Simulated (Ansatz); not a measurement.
# Pt(111) with 4 thermally displaced layers, 2x2: scattering by thermal displacements

How much do lattice vibrations at 300 K scatter the electrons of Pt? Layers with random displacements are laid between perfect leads, and the resistance is followed against their length.

Calculated with Ansatz 0.2.0; Ansatz plane-wave DFT, PBE, PAW files; ballistic transport by layer matching (Landauer), zero bias; PAW set soft_1.

## (1) Starting point

The cell holds 40 atoms: 40 Pt. Its edges and angles: a = 5.546 Å, b = 5.546 Å, c = 22.699 Å, α = 93.5°, β = 86.5°, γ = 120.0°. It derives from Pt. Regions: lead, 24 atoms (24 Pt); scattering region, 16 atoms (16 Pt). The structure is stacked along c, and the current runs across the ab planes.

## (2) With 4 displaced layers

Each atom of 4 layers is moved at random, by amounts drawn from a normal law 0.0629 Å wide in each direction from the Debye model (240 K) at 300 K. The layers about the cell's end stay perfect and serve as the lead. Disorder leaves little or no symmetry, which makes such runs dear. Energies from -0.05 to 0.05 eV in steps of 0.05 eV are too few for the program's thermal sum, so it prints no conductance; for a metal the transmission near the Fermi level serves, at a fraction of the cost.

input.yaml

```yaml
crystal:
  lattice:
    - [5.5462627489, 0.0, 0.0]
    - [-2.7731313745, 4.8032044366, 0.0]
    - [1.3865656872, -0.8005340728, 22.6425228571]
  atoms:
    - { symbol: Pt, position: [0.9916666667, 0.0083333333, 0.05] }
    - { symbol: Pt, position: [0.9916666667, 0.5083333333, 0.05] }
    - { symbol: Pt, position: [0.4916666667, 0.0083333333, 0.05] }
    - { symbol: Pt, position: [0.4916666667, 0.5083333333, 0.05] }
    - { symbol: Pt, position: [0.1416666667, 0.3583333333, 0.15] }
    - { symbol: Pt, position: [0.1416666667, 0.8583333333, 0.15] }
    - { symbol: Pt, position: [0.6416666667, 0.3583333333, 0.15] }
    - { symbol: Pt, position: [0.6416666667, 0.8583333333, 0.15] }
    - { symbol: Pt, position: [0.2916666667, 0.2083333333, 0.25] }
    - { symbol: Pt, position: [0.2916666667, 0.7083333333, 0.25] }
    - { symbol: Pt, position: [0.7916666667, 0.2083333333, 0.25] }
    - { symbol: Pt, position: [0.7916666667, 0.7083333333, 0.25] }
    - { symbol: Pt, position: [0.9503878435, 0.076700944, 0.3534011328] }
    - { symbol: Pt, position: [0.9341748517, 0.5541884518, 0.3485354186] }
    - { symbol: Pt, position: [0.4474131743, 0.0579450733, 0.3520741516] }
    - { symbol: Pt, position: [0.4310215873, 0.578796736, 0.3497322014] }
    - { symbol: Pt, position: [0.0986618952, 0.4063700496, 0.4489472178] }
    - { symbol: Pt, position: [0.1024077834, 0.9190334821, 0.4494375609] }
    - { symbol: Pt, position: [0.5948256277, 0.4169071328, 0.4475830055] }
    - { symbol: Pt, position: [0.5773933667, 0.9131937603, 0.4481377936] }
    - { symbol: Pt, position: [0.2147830791, 0.2474599522, 0.5487014501] }
    - { symbol: Pt, position: [0.2183528921, 0.7388121168, 0.5501017457] }
    - { symbol: Pt, position: [0.7506572549, 0.2549371805, 0.5479349838] }
    - { symbol: Pt, position: [0.7508650728, 0.7675839673, 0.5491668504] }
    - { symbol: Pt, position: [0.9047637904, 0.1218900577, 0.6494252681] }
    - { symbol: Pt, position: [0.8846045829, 0.6129990792, 0.6506874512] }
    - { symbol: Pt, position: [0.396022128, 0.0912103789, 0.6481626564] }
    - { symbol: Pt, position: [0.3707553864, 0.5856914818, 0.6503511173] }
    - { symbol: Pt, position: [0.0416666667, 0.4583333333, 0.75] }
    - { symbol: Pt, position: [0.0416666667, 0.9583333333, 0.75] }
    - { symbol: Pt, position: [0.5416666667, 0.4583333333, 0.75] }
    - { symbol: Pt, position: [0.5416666667, 0.9583333333, 0.75] }
    - { symbol: Pt, position: [0.1916666667, 0.3083333333, 0.85] }
    - { symbol: Pt, position: [0.1916666667, 0.8083333333, 0.85] }
    - { symbol: Pt, position: [0.6916666667, 0.3083333333, 0.85] }
    - { symbol: Pt, position: [0.6916666667, 0.8083333333, 0.85] }
    - { symbol: Pt, position: [0.8416666667, 0.1583333333, 0.95] }
    - { symbol: Pt, position: [0.8416666667, 0.6583333333, 0.95] }
    - { symbol: Pt, position: [0.3416666667, 0.1583333333, 0.95] }
    - { symbol: Pt, position: [0.3416666667, 0.6583333333, 0.95] }
kpoints:
  mp_grid: { grid: [5, 5, 1] }
hamiltonian:
  xc: pbe
  pseudopotentials: { kind: paw, azcp: { folder: soft_1 } }
scf:
  occupations: { method: fermi_dirac, width: 0.1 }
output:
  transmission:
    leads: [[0, 4]]
    kmesh: [10, 10]
    e_range: [-0.05, 0.05]
    de: 0.05
  write_potential: true
  write_density: true
  volumetric_format: npy
```

Command:

```console
$ ansatz run input.yaml --threads 4 --pin off --max-ram 15360MiB --backend cpu --events-out ev --progress --plain --runs-dir out
```

Numbers of over 12 decimals in the logs are rounded to 6 here.

The program printed:

```text
Engine: ansatz 0.2.0, aarch64-unknown-linux-gnu
Pseudopotentials: kind: paw
Pseudopotential: Pt, paw, valence charge 18, recommended cutoff 420 eV (normal), soft_1/Pt.paw.azcp
Functional definition: PBE
  parameter kappa = 0.804
  parameter beta = 0.066725
  exchange = pbe_x(kappa = kappa, mu = beta*pi^2/3)
  correlation = pbe_c(beta = beta)
Crystal: 40 atoms, lattice volume = 603.193 Å³
Basis set: ecut = 420 eV, 11827 PW (Γ)
Bands: 432, of which v1, the nominal top of the filled ones, is band 360 counted from 1 (359 counted from 0)
Symmetry: 1 space group operations
Space group: P1 (ITA 1), of the structure as read, at distance tolerance 8.4e-5 Å
k-points: 13 of 25 (time reversal used)
Non-local potential: Pt, projectors of the file, l = 0: 3, l = 1: 2, l = 2: 2, l = 3: 1
PAW form: soft (Blöchl's): semilocal exchange-correlation on the pseudo side does not see the compensation charge
PAW one-centre angular grid: Pt, 590 points (default); XC on 64 Gauss nodes
Initial density: superposition of atomic densities (chi_scale 0.1, normalization cell)
Initial wavefunctions: pseudopotential atomic-orbital guess
Functional: x = pbe(κ = 0.804, μ = 0.219515), c = pbe(β = 0.066725)
SCF iter   1: F=—  HF=-501000.461402 eV  |F-HF|=—  |Δ(HF+E_count)|=         —  Δρ=8.56e-2  dr2=4.24e1  ethr=3.10e-3  ⟨swp⟩=4.6  Hψ=16734  notcnv=0  defer=229
preconditioner: auto → Kerker (q_TF=auto, 2.810 Å⁻¹)  [metal: Δε(μ)=0.002 eV  Ē_g=8.536 eV  σ=0.100 eV  W_gap=0.01  n_scr=246 (ndim 8)  ℏωp=30.2 eV  f_vac=0.000  D(μ)=69.04/eV (n_scr^D=920)]
SCF iter   2: F=—  HF=-500990.629154 eV  |F-HF|=—  |Δ(HF+E_count)|=    9.83e0  Δρ=4.53e-2  dr2=1.16e1  ethr=3.10e-3  ⟨swp⟩=2.9  Hψ=9421  notcnv=0  defer=486
SCF iter   3: F=—  HF=-500987.327293 eV  |F-HF|=—  |Δ(HF+E_count)|=    3.30e0  Δρ=6.51e-3  dr2=1.32e-1  ethr=1.61e-3  ⟨swp⟩=2.2  Hψ=8096  notcnv=0  defer=486
SCF iter   4: F=—  HF=-500987.342816 eV  |F-HF|=—  |Δ(HF+E_count)|=   1.55e-2  Δρ=1.07e-3  dr2=8.46e-3  ethr=1.84e-5  ⟨swp⟩=2.9  Hψ=9054  notcnv=0  defer=480
SCF iter   5: F=—  HF=-500987.343111 eV  |F-HF|=—  |Δ(HF+E_count)|=   2.95e-4  Δρ=3.56e-4  dr2=8.82e-4  ethr=1.18e-6  ⟨swp⟩=2.1  Hψ=7630  notcnv=0  defer=480
SCF iter   6: F=—  HF=-500987.343096 eV  |F-HF|=—  |Δ(HF+E_count)|=   1.50e-5  Δρ=5.64e-5  dr2=2.75e-5  ethr=1.23e-7  ⟨swp⟩=2.8  Hψ=9914  notcnv=0  defer=480
SCF iter   7: F=—  HF=-500987.341923 eV  |F-HF|=—  |Δ(HF+E_count)|=   1.17e-3  Δρ=1.39e-5  dr2=8.35e-6  ethr=3.82e-9  ⟨swp⟩=1.2  Hψ=5116  notcnv=0  defer=480
SCF iter   8: F=—  HF=-500987.341923 eV  |F-HF|=—  |Δ(HF+E_count)|=   8.46e-8  Δρ=3.94e-6  dr2=6.47e-7  ethr=1.16e-9  ⟨swp⟩=1.0  Hψ=5112  notcnv=0  defer=480
SCF iter   9: F=-500987.341923 eV  HF=-500987.341923 eV  |F-HF|=4.82e-8  |Δ(HF+E_count)|=   1.44e-8  Δρ=1.14e-6  dr2=5.13e-8  ethr=1.39e-11  ⟨swp⟩=8.1  Hψ=17428  notcnv=0
SCF 1 converged in 9 iterations: F = -500987.341923 eV  dr2 = 5.13e-8
  greatest PAW one-centre occupation: 1.000 electrons in one spin orbital (limit 2), on the Pt atom at site 16 (counted from 0), in its partial waves of l = 0
transmission: 215 of 2132 steps passed
transmission: 429 of 2132 steps passed
[...]
transmission: 2132 of 2132 steps passed
SCF converged after 9 iterations
Free energy (F): -500987.341923 eV
Harris-Foulkes:  -500987.341923 eV  (|F-HF|=4.82e-8)
Internal energy: -500985.105556 eV  (E = F + TS)
E sigma→0 (E₀):  -500986.223739 eV
Entropy (-TS):   -2.236367 eV (-55.909 meV/atom)
Fermi energy:    23.432215 eV
--- Per-component energies (eV) ---
  E_band       = -5138.474843
  E_kinetic    = 23903.401046
  E_local      = -57167.363419  (includes V_loc(G=0)·N_el)
  E_nonlocal   = 8156.038246
  E_hartree    = 21772.593717
  E_xc         = -9305.698176
  E_vxc        = -10872.827751  (∫ρ·V_xc dr)
  E_paw        = -379356.615884  (= ΣΔE_a)
  E_vpaw       = -12702.966930  (= ΣTr[D̂ρ^β])
  E_aug_tail   = 0.044619  (compensation charges beyond the density's cutoff)
  E_ewald      = -108987.505703
  E_smearing   = -2.236367  (= −TS)
  E_closure    = 0.000000  (closes the sum)
  Σ components = -500987.341923   (vs F -500987.341923, Δ=0.00e0)
--- Band table (eV; the first three rows and the last of 13) ---
  k-point 0: bands = [... 356 lower, 23.5922, 23.6157, 23.6276, 23.6519, 23.6611, 23.6769, 23.6874, 23.7176, ... 68 higher]
  k-point 1: bands = [... 356 lower, 23.3983, 23.4058, 23.4225, 23.4284, 23.4513, 23.4788, 23.5168, 23.6050, ... 68 higher]
  k-point 2: bands = [... 356 lower, 23.3299, 23.3459, 23.4083, 23.4585, 23.5129, 23.5356, 23.5377, 23.5527, ... 68 higher]
  k-point 12: bands = [... 356 lower, 23.2853, 23.3308, 23.4455, 23.4604, 23.4729, 23.4915, 23.5187, 23.5308, ... 68 higher]
--- Transmission ---
  basis      : 241 plane waves across, 41 finite elements along
  points     : 52, standing for a mesh of 10 x 10
  energies   : 3 from -0.050000 to 0.050000 eV about the Fermi level, 0.050000 eV apart; the leads are filled to 0.000000 eV, and channels, transmission and decay are at 0.000000 eV
  crystal 0  : Pt4, at the sites [0, 4], period 2.2643 Å, over 13.59 Å; its Hamiltonian steps by up to 2.5 meV
    offset         : up to 0.0000 Å between an atom of the period and one for which it stands
    channels       : 6.890000e0 a spin
    conductance    : none, the energies end too early or step too widely for 300 K: set another output.transmission.e_range or a lower de, or, where they end at an eighth of basis.ecutwfc, a higher one
  junction   : crystal 0 to crystal 0, 0.70 to 21.08 Å
    transmission   : 5.995294e0 a spin
    conductance    : none, the energies end too early or step too widely for 300 K: set another output.transmission.e_range or a lower de, or, where they end at an eighth of basis.ecutwfc, a higher one
```

Elapsed: 9.4 min, on 4 threads of Arm Neoverse V1, shared host; peak memory 5.6 GiB.

Reading the cycles: dr2 is the Hartree energy of the density residual (eV), the measure of convergence; HF is the Harris–Foulkes estimate of the energy, which meets the free energy F at convergence.

Numbers from this step:

* free energy: -500987.3419 eV
* energy at zero smearing: -500986.2237 eV
* Fermi energy: 23.43 eV
* cell area: 26.64 Å²
* transmission per spin nearest the Fermi level: 5.995
* open channels per spin nearest the Fermi level: 6.89
* step of the lead's potential: 2.5 meV

Per spin. Transmission, zone mean against energy, zero at the Fermi level:

| energy (eV) | transmission, zone mean |
| --- | --- |
| -0.0500 | 6.22 |
| 0.0000 | 6.00 |
| 0.0500 | 5.62 |

Per spin. Table of open channels, zone mean, lead by energy, zero at the Fermi level:

| energy (eV) | open channels, zone mean, lead |
| --- | --- |
| -0.0500 | 7.16 |
| 0.0000 | 6.89 |
| 0.0500 | 6.21 |

Transmission over k1 and k2. At 0.0000 eV from the Fermi level.

Ten even steps from '_' (2.98) to '@' (8.53):
```
@@%%====++%%@@..__..
::==%%++++%%++--____
--==++%%..%%++==--..
@@==++..++**..++==@@
%%%%%%%%++..++%%%%%%
@@@@==++..**++..++==
--..--==++%%..%%++==
::____--++%%++++%%==
@@..__..@@%%++====%%
@@@@::--@@%%@@--::@@
```
Columns: k1 (b1) from -0.5 to 0.4; rows upwards: k2 (b2) from -0.5 to 0.4.

Open channels over k1 and k2. At 0.0000 eV from the Fermi level.

Ten even steps from '_' (3.0) to '@' (10.0):
```
@@##======##@@..__..
====##++++##====____
====++%%..%%++====..
@@==++..%%%%..++==@@
@@####%%%%::%%%%####
@@@@==++..%%%%..++==
==..====++%%..%%++==
==____====##++++##==
@@..__..@@##======##
@@@@====@@@@@@====@@
```
Columns: k1 (b1) from -0.5 to 0.4; rows upwards: k2 (b2) from -0.5 to 0.4.

Over the solved energies the transmission per spin lies between 5.62 and 6.22, out of 6.75 channels of the lead on average (up to 7.16).

## (3) With 8 displaced layers

Each atom of 8 layers is moved at random, by amounts drawn from a normal law 0.0629 Å wide in each direction from the Debye model (240 K) at 300 K. A fresh draw is used; the growth of the resistance with length is what counts.

System of this step: Pt(111) with 8 thermally displaced layers, 2x2. The cell holds 56 atoms: 56 Pt. Cell: a = 5.546 Å, b = 5.546 Å, c = 31.740 Å, α = 87.5°, β = 92.5°, γ = 120.0°. It derives from Pt. Regions: lead, 24 atoms (24 Pt); scattering region, 32 atoms (32 Pt). The structure is stacked along c, and the current runs across the ab planes.

input.yaml

```yaml
crystal:
  lattice:
    - [5.5462627489, 0.0, 0.0]
    - [-2.7731313745, 4.8032044366, 0.0]
    - [-1.3865656872, 0.8005340728, 31.6995319999]
  atoms:
    - { symbol: Pt, position: [0.005952381, 0.994047619, 0.0357142857] }
    - { symbol: Pt, position: [0.005952381, 0.494047619, 0.0357142857] }
    - { symbol: Pt, position: [0.505952381, 0.994047619, 0.0357142857] }
    - { symbol: Pt, position: [0.505952381, 0.494047619, 0.0357142857] }
    - { symbol: Pt, position: [0.1845238095, 0.3154761905, 0.1071428571] }
    - { symbol: Pt, position: [0.1845238095, 0.8154761905, 0.1071428571] }
    - { symbol: Pt, position: [0.6845238095, 0.3154761905, 0.1071428571] }
    - { symbol: Pt, position: [0.6845238095, 0.8154761905, 0.1071428571] }
    - { symbol: Pt, position: [0.3630952381, 0.1369047619, 0.1785714286] }
    - { symbol: Pt, position: [0.3630952381, 0.6369047619, 0.1785714286] }
    - { symbol: Pt, position: [0.8630952381, 0.1369047619, 0.1785714286] }
    - { symbol: Pt, position: [0.8630952381, 0.6369047619, 0.1785714286] }
    - { symbol: Pt, position: [0.0432728248, 0.9482035705, 0.2527485965] }
    - { symbol: Pt, position: [0.0552244615, 0.4664136516, 0.250796834] }
    - { symbol: Pt, position: [0.5439857537, 0.9406931241, 0.2512178028] }
    - { symbol: Pt, position: [0.5370444786, 0.43507701, 0.2506883757] }
    - { symbol: Pt, position: [0.2223693735, 0.2901381463, 0.3205576391] }
    - { symbol: Pt, position: [0.2219857701, 0.7845399446, 0.3196904017] }
    - { symbol: Pt, position: [0.726500351, 0.2782249921, 0.3224054696] }
    - { symbol: Pt, position: [0.7216317852, 0.7937815272, 0.3226290619] }
    - { symbol: Pt, position: [0.4013442199, 0.1090470877, 0.3953560177] }
    - { symbol: Pt, position: [0.4091086196, 0.5802984744, 0.3946089403] }
    - { symbol: Pt, position: [0.903134976, 0.1002945307, 0.3908603027] }
    - { symbol: Pt, position: [0.9049912744, 0.5844853516, 0.3939817469] }
    - { symbol: Pt, position: [0.0815698338, 0.9017774373, 0.463685634] }
    - { symbol: Pt, position: [0.0646360701, 0.4253133565, 0.4672896583] }
    - { symbol: Pt, position: [0.5884937499, 0.899531439, 0.4631452342] }
    - { symbol: Pt, position: [0.5958344867, 0.44315571, 0.4651212359] }
    - { symbol: Pt, position: [0.2494324225, 0.2479429276, 0.5356813195] }
    - { symbol: Pt, position: [0.2489629729, 0.7343044665, 0.5364824617] }
    - { symbol: Pt, position: [0.7587609852, 0.2429036341, 0.5352745412] }
    - { symbol: Pt, position: [0.7386013978, 0.7372841299, 0.5381074228] }
    - { symbol: Pt, position: [0.4233808612, 0.046187624, 0.6097898839] }
    - { symbol: Pt, position: [0.4543549863, 0.5930529563, 0.6072668575] }
    - { symbol: Pt, position: [0.9202548876, 0.0460870889, 0.6097688487] }
    - { symbol: Pt, position: [0.9580677592, 0.5549430793, 0.6058592815] }
    - { symbol: Pt, position: [0.1143298619, 0.876123974, 0.6780347437] }
    - { symbol: Pt, position: [0.1107474514, 0.3890557875, 0.6807431318] }
    - { symbol: Pt, position: [0.6192214364, 0.8990732334, 0.6777385288] }
    - { symbol: Pt, position: [0.6023362491, 0.3593921363, 0.6756952833] }
    - { symbol: Pt, position: [0.2970190332, 0.2004158355, 0.7511503305] }
    - { symbol: Pt, position: [0.3067389277, 0.7253751745, 0.7516104195] }
    - { symbol: Pt, position: [0.8022348205, 0.2071022746, 0.7486148679] }
    - { symbol: Pt, position: [0.779804673, 0.7023177676, 0.747758849] }
    - { symbol: Pt, position: [0.4702380952, 0.0297619048, 0.8214285714] }
    - { symbol: Pt, position: [0.4702380952, 0.5297619048, 0.8214285714] }
    - { symbol: Pt, position: [0.9702380952, 0.0297619048, 0.8214285714] }
    - { symbol: Pt, position: [0.9702380952, 0.5297619048, 0.8214285714] }
    - { symbol: Pt, position: [0.1488095238, 0.8511904762, 0.8928571429] }
    - { symbol: Pt, position: [0.1488095238, 0.3511904762, 0.8928571429] }
    - { symbol: Pt, position: [0.6488095238, 0.8511904762, 0.8928571429] }
    - { symbol: Pt, position: [0.6488095238, 0.3511904762, 0.8928571429] }
    - { symbol: Pt, position: [0.3273809524, 0.1726190476, 0.9642857143] }
    - { symbol: Pt, position: [0.3273809524, 0.6726190476, 0.9642857143] }
    - { symbol: Pt, position: [0.8273809524, 0.1726190476, 0.9642857143] }
    - { symbol: Pt, position: [0.8273809524, 0.6726190476, 0.9642857143] }
kpoints:
  mp_grid: { grid: [5, 5, 1] }
hamiltonian:
  xc: pbe
  pseudopotentials: { kind: paw, azcp: { folder: soft_1 } }
scf:
  occupations: { method: fermi_dirac, width: 0.1 }
output:
  transmission:
    leads: [[0, 4]]
    kmesh: [10, 10]
    e_range: [-0.05, 0.05]
    de: 0.05
  write_potential: true
  write_density: true
  volumetric_format: npy
```

The program printed:

```text
[...]
Crystal: 56 atoms, lattice volume = 844.470 Å³
Basis set: ecut = 420 eV, 16521 PW (Γ)
Bands: 605, of which v1, the nominal top of the filled ones, is band 504 counted from 1 (503 counted from 0)
Symmetry: 1 space group operations
[...]
k-points: 13 of 25 (time reversal used)
[...]
SCF iter   1: F=—  HF=-701399.617124 eV  |F-HF|=—  |Δ(HF+E_count)|=         —  Δρ=8.54e-2  dr2=6.05e1  ethr=3.10e-3  ⟨swp⟩=4.3  Hψ=23031  notcnv=0  defer=323
[...]
SCF iter  10: F=-701381.331933 eV  HF=-701381.331933 eV  |F-HF|=1.13e-8  |Δ(HF+E_count)|=   3.73e-9  Δρ=2.98e-7  dr2=1.16e-8  ethr=9.92e-12  ⟨swp⟩=8.2  Hψ=24635  notcnv=0
SCF 1 converged in 10 iterations: F = -701381.331933 eV  dr2 = 1.16e-8
[...]
transmission: 298 of 2964 steps passed
transmission: 595 of 2964 steps passed
[...]
transmission: 2964 of 2964 steps passed
SCF converged after 10 iterations
Free energy (F): -701381.331933 eV
[...]
Internal energy: -701378.218889 eV  (E = F + TS)
E sigma→0 (E₀):  -701379.775411 eV
Entropy (-TS):   -3.113044 eV (-55.590 meV/atom)
Fermi energy:    23.434728 eV
[...]
--- Band table (eV; the first three rows and the last of 13) ---
  k-point 0: bands = [... 500 lower, 23.6268, 23.6299, 23.6375, 23.6466, 23.6520, 23.6644, 23.6842, 23.6974, ... 97 higher]
  k-point 1: bands = [... 500 lower, 23.4093, 23.4216, 23.4415, 23.4584, 23.4812, 23.4881, 23.5017, 23.5154, ... 97 higher]
  k-point 2: bands = [... 500 lower, 23.4423, 23.4512, 23.4572, 23.4721, 23.4822, 23.5129, 23.5213, 23.5468, ... 97 higher]
  k-point 12: bands = [... 500 lower, 23.3269, 23.3409, 23.3740, 23.4012, 23.4246, 23.4323, 23.4585, 23.4976, ... 97 higher]
--- Transmission ---
  basis      : 241 plane waves across, 57 finite elements along
  points     : 52, standing for a mesh of 10 x 10
[...]
channels       : 6.890000e0 a spin
[...]
junction   : crystal 0 to crystal 0, 0.70 to 30.13 Å
    transmission   : 5.047895e0 a spin
[...]
```

It took 17 min on 4 threads; peak memory 9.6 GiB; 65 min of CPU time.

Numbers from this step:

- free energy: -701381.3319 eV
- energy at zero smearing: -701379.7754 eV
- transmission per spin nearest the Fermi level: 5.048
- step of the lead's potential: 8.4 meV

Per spin. Transmission, zone mean against energy, zero at the Fermi level:

| energy (eV) | transmission, zone mean |
| --- | --- |
| -0.0500 | 5.26 |
| 0.0000 | 5.05 |
| 0.0500 | 4.80 |

Over the solved energies the transmission per spin lies between 4.80 and 5.26, out of 6.75 channels of the lead on average (up to 7.16).

(Part 1 of 2 ends here.)

[Logs are printed without paths, hosts, clocks, repeated set-up lines and the standing remarks that a program may print on its own settings, such as how far it seeks lower states.]

[Hosts, paths, dates, database ids (printed as entryN), source tags and the programs' standing remarks are cut or masked in the printed files.]
